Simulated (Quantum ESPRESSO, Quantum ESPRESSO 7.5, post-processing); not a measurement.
# Y(0001), 4 layers: parallel layout and speed

Which layout of ranks, pools and threads suits Y(0001), 4 layers? The physics should not care; the clock does.

Calculated with Quantum ESPRESSO 7.5; plane-wave DFT, PBE, SSSP efficiency pseudopotentials.

Report form: the programs' logs are mostly left out.

## 1. The structure

The cell holds 4 atoms: 4 Y. Cell: a = 3.650 Å, b = 3.650 Å, c = 24.601 Å, α = 90.0°, β = 90.0°, γ = 60.0°. It derives from Y. Vacuum lies along c.

## 2. Self-consistent run: 4 ranks, 4 pools, 1 thread a rank

The first run is the reference of the series.

The input, c0.in:

```
&control
  prefix = 'c0'
  outdir = './out'
  pseudo_dir = './pseudo'
  calculation = 'scf'
  tprnfor = .true.
/
&system
  ibrav = 0
  nat = 4
  ntyp = 1
  ecutwfc = 45
  ecutrho = 360
  occupations = 'smearing'
  smearing = 'mv'
  degauss = 0.02
  assume_isolated = 'esm'
  esm_bc = 'bc1'
/
&electrons
  conv_thr = 1e-07
  mixing_beta = 0.4
  electron_maxstep = 120
  mixing_mode = 'local-TF'
/
ATOMIC_SPECIES
  Y   88.9058  Y_pbe_v1.uspp.F.UPF
CELL_PARAMETERS angstrom
  3.65000000000000 0.00000000000000 0.00000000000000
  1.82500000000000 3.16099272381320 0.00000000000000
  0.00000000000000 0.00000000000000 24.60122500000000
ATOMIC_POSITIONS crystal
  Y   0.666666666700 0.666666666700 -0.174812941225
  Y   0.000000000000 0.000000000000 -0.058270980408
  Y   0.666666666700 0.666666666700 0.058270980408
  Y   0.000000000000 0.000000000000 0.174812941225
K_POINTS automatic
  6 6 1 0 0 0
```

Run with:

```console
OMP_NUM_THREADS=1 mpirun -n 4 pw.x -nk 4 -in c0.in > c0.out
```

It took 88 s on 4 MPI ranks of Intel Xeon Platinum 8259CL at 2.50GHz (Skylake/Cascade Lake), shared host; peak memory 1.2 GiB; 5.8 min of CPU time.

Numbers from this step:

| Property | Result |
| --- | --- |
| free energy | -4760.4768 eV |
| Fermi energy | -3.312 eV |
| vacuum line at the lower end of the cell, over the Fermi level | 3.312 eV |
| vacuum line at the upper end of the cell, over the Fermi level | 3.312 eV |

Electrostatic potential energy of an electron; zero at the Fermi level. The potential energy, planar mean by z:

| z (Å) | potential energy, planar mean (eV) |
| --- | --- |
| -12.0 | 3.31 |
| -11.5 | 3.31 |
| -11.0 | 3.31 |
| -10.5 | 3.31 |
| -10.0 | 3.31 |
| -9.5 | 3.31 |
| -9.0 | 3.31 |
| -8.5 | 3.30 |
| -8.0 | 3.28 |
| -7.5 | 3.23 |
| -7.0 | 3.10 |
| -6.5 | 2.74 |
| -6.0 | 1.84 |
| -5.5 | -0.311 |
| -5.0 | -6.14 |
| -4.5 | -18.8 |
| -4.0 | -16.4 |
| -3.5 | -3.39 |
| -3.0 | 0.774 |
| -2.5 | -0.342 |
| -2.0 | -8.45 |
| -1.5 | -19.9 |
| -1.0 | -12.3 |
| -0.5 | -1.68 |
| 0.0 | 0.750 |
| 0.5 | -1.68 |
| 1.0 | -12.3 |
| 1.5 | -19.9 |
| 2.0 | -8.45 |
| 2.5 | -0.342 |
| 3.0 | 0.774 |
| 3.5 | -3.39 |
| 4.0 | -16.4 |
| 4.5 | -18.8 |
| 5.0 | -6.14 |
| 5.5 | -0.311 |
| 6.0 | 1.84 |
| 6.5 | 2.74 |
| 7.0 | 3.10 |
| 7.5 | 3.23 |
| 8.0 | 3.28 |
| 8.5 | 3.30 |
| 9.0 | 3.31 |
| 9.5 | 3.31 |
| 10.0 | 3.31 |
| 10.5 | 3.31 |
| 11.0 | 3.31 |
| 11.5 | 3.31 |
| 12.0 | 3.31 |

The program's own clock; routines nest. Time by routine:

| routine | wall time (s) | calls |
| --- | --- | --- |
| PWSCF | 86.92 | 1 |
| electrons | 81.42 | 1 |
| c_bands | 28.13 | 31 |
| cegterg | 22.48 | 62 |
| mix_rho | 19.02 | 31 |
| h_psi | 17.25 | 486 |
| vloc_psi | 14.2 | 486 |
| sum_band | 13.87 | 31 |
| fftw | 13.82 | 10660 |
| v_of_rho | 11.78 | 32 |
| newd | 8.44 | 32 |
| ffts | 7.34 | 3197 |
| fft | 5.77 | 425 |
| init_run | 4.24 | 1 |

The vacuum levels are read from the outermost 0.7 Å of the cell on either side.

The run needed 31 iterations to bring the estimated error under 1e-07 Ry; the largest force on any atom, held or free, is 0.20 eV/Å.

Inside the slab this potential holds the local part of the pseudopotentials, which can be repulsive at the nuclei; only its value in the vacuum has a meaning of its own.

## 3. Self-consistent run: 4 ranks, 2 pools, 1 thread a rank

c1.in, as its differences from the input of step 2:

```diff
@@ -1,3 +1,3 @@
 &control
-  prefix = 'c0'
+  prefix = 'c1'
   outdir = './out'
```

Run with:

```console
OMP_NUM_THREADS=1 mpirun -n 4 pw.x -nk 2 -in c1.in > c1.out
```

Run time: 66 s. Hardware: 4 MPI ranks; peak memory 1 GiB; 4.4 min of CPU time.

Numbers from this step:

* Fermi energy: -3.311 eV
* vacuum line at the lower end of the cell, over the Fermi level: 3.311 eV
* vacuum line at the upper end of the cell, over the Fermi level: 3.311 eV

The program's own clock; routines nest. Time by routine:

| routine | wall time (s) | calls |
| --- | --- | --- |
| PWSCF | 65.74 | 1 |
| electrons | 62.6 | 1 |
| c_bands | 27.74 | 29 |
| cegterg | 24.32 | 116 |
| h_psi | 19.08 | 852 |
| fftw | 17.04 | 20006 |
| vloc_psi | 16.45 | 852 |
| sum_band | 12.86 | 29 |
| mix_rho | 9.11 | 29 |
| newd | 7.45 | 30 |
| v_of_rho | 5.48 | 30 |
| ffts | 4.12 | 2943 |
| fft | 2.55 | 399 |
| init_run | 2.2 | 1 |

Counted from each run's own zero (the Fermi level), the vacuum level differs from the first run's by -1 meV.

## 4. Ground state: 4 ranks, 1 pool, 1 thread a rank

c2.in, as its differences from the input of step 3:

```diff
@@ -1,3 +1,3 @@
 &control
-  prefix = 'c1'
+  prefix = 'c2'
   outdir = './out'
```

Run with:

```console
OMP_NUM_THREADS=1 mpirun -n 4 pw.x -nk 1 -in c2.in > c2.out
```

Wall time 51 s (4 MPI ranks); peak memory 0.97 GiB.

The program's own clock; routines nest. Time by routine:

| routine | wall time (s) | calls |
| --- | --- | --- |
| PWSCF | 50.12 | 1 |
| electrons | 47.59 | 1 |
| c_bands | 25.72 | 24 |
| cegterg | 24.48 | 168 |
| h_psi | 18.56 | 1551 |
| fftw | 16.63 | 34112 |
| vloc_psi | 16.01 | 1551 |
| sum_band | 10.18 | 24 |
| newd | 6.05 | 25 |
| mix_rho | 3.69 | 24 |
| v_of_rho | 2.06 | 25 |
| ffts | 1.98 | 2322 |
| init_run | 1.84 | 1 |
| calbec | 1.78 | 1747 |

Counted from each run's own zero (the Fermi level), the vacuum level differs from the first run's by -1 meV.

## 5. Self-consistent run: 2 ranks, 2 pools, 2 threads a rank

c3.in, as its differences from the input of step 4:

```diff
@@ -1,3 +1,3 @@
 &control
-  prefix = 'c2'
+  prefix = 'c3'
   outdir = './out'
```

Run with:

```console
OMP_NUM_THREADS=2 mpirun -n 2 pw.x -nk 2 -in c3.in > c3.out
```

It took 2.1 min on 2 MPI ranks; peak memory 0.96 GiB; 5.1 min of CPU time.

This step gave:

| Quantity | Value |
| --- | --- |
| Fermi energy | -3.310 eV |
| vacuum line at the lower end of the cell, over the Fermi level | 3.310 eV |
| vacuum line at the upper end of the cell, over the Fermi level | 3.310 eV |

The program's own clock; routines nest. Time by routine:

| routine | wall time (s) | calls |
| --- | --- | --- |
| PWSCF | 125.3 | 1 |
| electrons | 116.8 | 1 |
| c_bands | 65.36 | 26 |
| cegterg | 55.7 | 104 |
| h_psi | 50.85 | 813 |
| fftw | 50.08 | 18404 |
| vloc_psi | 47.74 | 813 |
| sum_band | 22.62 | 26 |
| newd | 13.37 | 27 |
| mix_rho | 8.97 | 26 |
| v_of_rho | 6.93 | 27 |
| init_run | 6.68 | 1 |
| ffts | 3.83 | 2572 |
| fft | 3.57 | 360 |

Counted from each run's own zero (the Fermi level), the vacuum level differs from the first run's by -2 meV.

## 6. Self-consistent run: 2 ranks, 1 pool, 2 threads a rank

c4.in, as its differences from the input of step 5:

```diff
@@ -1,3 +1,3 @@
 &control
-  prefix = 'c3'
+  prefix = 'c4'
   outdir = './out'
```

Run with:

```console
OMP_NUM_THREADS=2 mpirun -n 2 pw.x -nk 1 -in c4.in > c4.out
```

Wall time 90 s (2 MPI ranks); peak memory 0.89 GiB.

This step gave:

```
Fermi energy                                                   : -3.313 eV
vacuum line at the lower end of the cell, over the Fermi level : 3.313 eV
vacuum line at the upper end of the cell, over the Fermi level : 3.313 eV
```

The program's own clock; routines nest. Time by routine:

| routine | wall time (s) | calls |
| --- | --- | --- |
| PWSCF | 89.27 | 1 |
| electrons | 84.98 | 1 |
| c_bands | 40.85 | 29 |
| cegterg | 38.01 | 207 |
| h_psi | 30.61 | 1600 |
| vloc_psi | 27.17 | 1600 |
| fftw | 26.39 | 37926 |
| sum_band | 19.76 | 29 |
| newd | 13.62 | 30 |
| mix_rho | 7.16 | 29 |
| v_of_rho | 3.8 | 30 |
| ffts | 3.73 | 2941 |
| init_run | 3.04 | 1 |
| calbec | 2.45 | 1831 |

Counted from each run's own zero (the Fermi level), the vacuum level differs from the first run's by +1 meV.

## 7. Self-consistent run: 1 rank, 1 pool, 4 threads a rank

c5.in, as its differences from the input of step 6:

```diff
@@ -1,3 +1,3 @@
 &control
-  prefix = 'c4'
+  prefix = 'c5'
   outdir = './out'
```

Run with:

```console
OMP_NUM_THREADS=4 pw.x -nk 1 -in c5.in > c5.out
```

It took 4 min on 1 MPI rank; peak memory 0.82 GiB.

Read from the output:

| Item | Value |
| --- | --- |
| Fermi energy | -3.312 eV |
| vacuum line at the lower end of the cell, over the Fermi level | 3.312 eV |
| vacuum line at the upper end of the cell, over the Fermi level | 3.312 eV |

The program's own clock; routines nest. Time by routine:

| routine | wall time (s) | calls |
| --- | --- | --- |
| PWSCF | 237.8 | 1 |
| electrons | 228.2 | 1 |
| c_bands | 126.3 | 35 |
| cegterg | 119.6 | 245 |
| fftw | 114.5 | 42206 |
| h_psi | 112.9 | 1789 |
| vloc_psi | 108.7 | 1789 |
| sum_band | 52.81 | 35 |
| newd | 31.59 | 36 |
| mix_rho | 10.02 | 35 |
| v_of_rho | 7.91 | 36 |
| init_run | 7.65 | 1 |
| ffts | 3.93 | 3685 |
| wfcinit | 3.26 | 1 |

Counted from each run's own zero (the Fermi level), the vacuum level differs from the first run's by +0 meV.

## 8. SCF with pw.x: 2 ranks, 2 pools, 1 thread a rank

c6.in, as its differences from the input of step 7:

```diff
@@ -1,3 +1,3 @@
 &control
-  prefix = 'c5'
+  prefix = 'c6'
   outdir = './out'
```

Run with:

```console
OMP_NUM_THREADS=1 mpirun -n 2 pw.x -nk 2 -in c6.in > c6.out
```

Wall time 2.6 min (2 MPI ranks); peak memory 0.95 GiB.

Read from the output:

```
Fermi energy                                                   : -3.310 eV
vacuum line at the lower end of the cell, over the Fermi level : 3.310 eV
vacuum line at the upper end of the cell, over the Fermi level : 3.310 eV
```

The program's own clock; routines nest. Time by routine:

| routine | wall time (s) | calls |
| --- | --- | --- |
| PWSCF | 158 | 1 |
| electrons | 151.9 | 1 |
| c_bands | 66.28 | 38 |
| cegterg | 57.06 | 152 |
| h_psi | 43.38 | 1113 |
| vloc_psi | 36.57 | 1113 |
| fftw | 35.54 | 28140 |
| sum_band | 30.75 | 38 |
| mix_rho | 22.65 | 38 |
| newd | 18.69 | 39 |
| v_of_rho | 13.3 | 39 |
| ffts | 8.76 | 4072 |
| fft | 6.35 | 516 |
| init_run | 4.62 | 1 |

Counted from each run's own zero (the Fermi level), the vacuum level differs from the first run's by -2 meV.

## 9. Self-consistent run: 1 rank, 1 pool, 1 thread a rank

c7.in, as its differences from the input of step 8:

```diff
@@ -1,3 +1,3 @@
 &control
-  prefix = 'c6'
+  prefix = 'c7'
   outdir = './out'
```

Run with:

```console
OMP_NUM_THREADS=1 pw.x -nk 1 -in c7.in > c7.out
```

Run time: 3 min. Hardware: 1 MPI rank; peak memory 0.81 GiB.

Numbers from this step:

* Fermi energy: -3.311 eV
* vacuum line at the lower end of the cell, over the Fermi level: 3.311 eV
* vacuum line at the upper end of the cell, over the Fermi level: 3.311 eV

The program's own clock; routines nest. Time by routine:

| routine | wall time (s) | calls |
| --- | --- | --- |
| PWSCF | 179.4 | 1 |
| electrons | 171.5 | 1 |
| c_bands | 80.36 | 27 |
| cegterg | 75.35 | 193 |
| h_psi | 57.19 | 1575 |
| vloc_psi | 48.01 | 1575 |
| fftw | 45.98 | 36812 |
| sum_band | 40.47 | 27 |
| newd | 26.51 | 28 |
| mix_rho | 15.37 | 27 |
| v_of_rho | 9.43 | 28 |
| ffts | 6.03 | 2685 |
| calbec | 5.97 | 1792 |
| init_run | 5.7 | 1 |

Counted from each run's own zero (the Fermi level), the vacuum level differs from the first run's by -1 meV.

## 10. The series side by side

All levels:

| level | vacuum level over the Fermi level (eV) | its change from the first (meV) | energy from the first (meV an atom) | SCF iterations | wall time (s) | peak memory (GiB) | CPU time (s) |
| --- | --- | --- | --- | --- | --- | --- | --- |
| 4 ranks, 4 pools, 1 thread a rank | 3.312 | 0 | 0 | 31 | 87.66 | 1.23 | 349.6 |
| 4 ranks, 2 pools, 1 thread a rank | 3.311 | -1.1 | 0.002177 | 29 | 66.46 | 1 | 264.9 |
| 4 ranks, 1 pool, 1 thread a rank | 3.311 | -0.9 | -1.36e-4 | 24 | 50.84 | 0.97 | 202.4 |
| 2 ranks, 2 pools, 2 threads a rank | 3.31 | -2.4 | 3.40e-5 | 26 | 126.1 | 0.96 | 308.5 |
| 2 ranks, 1 pool, 2 threads a rank | 3.313 | 1.1 | -1.36e-4 | 29 | 89.99 | 0.89 | 241.7 |
| 1 rank, 1 pool, 4 threads a rank | 3.312 | 0 | -3.74e-4 | 35 | 238.5 | 0.82 | 433.2 |
| 2 ranks, 2 pools, 1 thread a rank | 3.31 | -2.3 | -3.40e-4 | 38 | 158.7 | 0.95 | 316.9 |
| 1 rank, 1 pool, 1 thread a rank | 3.311 | -1.5 | -3.40e-4 | 27 | 180 | 0.81 | 179.8 |

## 11. The arithmetic

Efficiency = (t₁ n₁)/(t₂ n₂) an iteration = (180.0/27 × 1) / (50.8/24 × 4) = 0.79.

## 12. Outcome

| Property | Result |
| --- | --- |
| fastest | 4 ranks, 1 pool, 1 thread a rank: 51 s, 24 iterations |
| slowest that converged | 1 rank, 1 pool, 4 threads a rank: 4 min, 35 iterations |
| largest change of the vacuum level | 2 meV |

**Reading.** The fastest choice is 4 ranks, 1 pool, 1 thread a rank: 51 s, 24 iterations. From 1 to 4 cores the time an iteration falls from 6.7 to 2.1 s, a parallel efficiency of 79 % by this measure and of 89 % in wall time; iterations differ in number and cost. On all 4 cores the layouts span 2.1 s (4 ranks, 1 pool, 1 thread a rank) to 6.8 s an iteration (1 rank, 1 pool, 4 threads a rank), and 0.82 to 1.2 GiB. Some layouts with several threads a rank ran hardly faster than one core, or slower; the cause (binding, or neighbours on the host) was not examined. The vacuum level differs by up to 3 meV between layouts, the slack that the SCF threshold leaves. Iteration counts run from 24 to 38 with the layout alone. The times come from a shared host and are rough. Peak memory is sampled during the run and can miss the peak. The geometry is as built, not relaxed.

[Logs are printed without paths, hosts, clocks, repeated set-up lines and the standing remarks that a program may print on its own settings, such as how far it seeks lower states.]

[Hosts, paths, dates, database ids (printed as entryN), source tags and the programs' standing remarks are cut or masked in the printed files.]

[Maps of the electrostatic potential energy from Ansatz leave out the sawtooth potential of an applied field or a dipole correction, so their vacuum need not be flat; planar profiles and work functions include it.]
